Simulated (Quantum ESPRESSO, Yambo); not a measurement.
An input for Quantum ESPRESSO 7.5 (SnSe2 (P-3m1)):

```
&control
  calculation = 'scf'
  prefix = 'x'
  outdir = 'o'
  pseudo_dir = 'pseudo'
  tprnfor = .true.
  tstress = .true.
/
&system
  ibrav = 0
  nat = 3
  ntyp = 2
  ecutwfc = 104.0
  nbnd = 40
  force_symmorphic = .true.
/
&electrons
  conv_thr = 1e-10
  electron_maxstep = 80
  mixing_beta = 0.5
/
ATOMIC_SPECIES
  Sn 118.71 Sn.upf
  Se 78.971 Se.upf
CELL_PARAMETERS angstrom
  3.7728900000 0.0000000000 0.0000000000
  -1.8864450000 3.2674185857 0.0000000000
  0.0000000000 0.0000000000 6.0746400000
ATOMIC_POSITIONS crystal
  Sn 0.0000000000 0.0000000000 0.0000000000
  Se 0.3333333333 0.6666666667 0.2617254728
  Se 0.6666666667 0.3333333333 0.7382745272
K_POINTS automatic
  6 6 4 0 0 0
```

```sh
OMP_NUM_THREADS=1 mpirun -n 8 pw.x -nk 8 -in pw.in > pw.out
```

Q: How long will it take on 8 MPI ranks of Arm Neoverse V2, shared host, and how much memory?

It took 18 s; on shared hardware allow 9 s to 36 s. Peak host memory was 0.96 GiB.

[Paths, hosts, dates, memory and timing lines, banners, echoed tables and standing remarks are left out of the program output.]

[Logs are printed without paths, hosts, clocks, repeated set-up lines and the standing remarks that a program may print on its own settings, such as how far it seeks lower states.]

[Runs of the session that timed out or met a known fault of the program may be left out.]

[Hosts, paths, dates, database ids (printed as entryN), source tags and the programs' standing remarks are cut or masked in the printed files.]
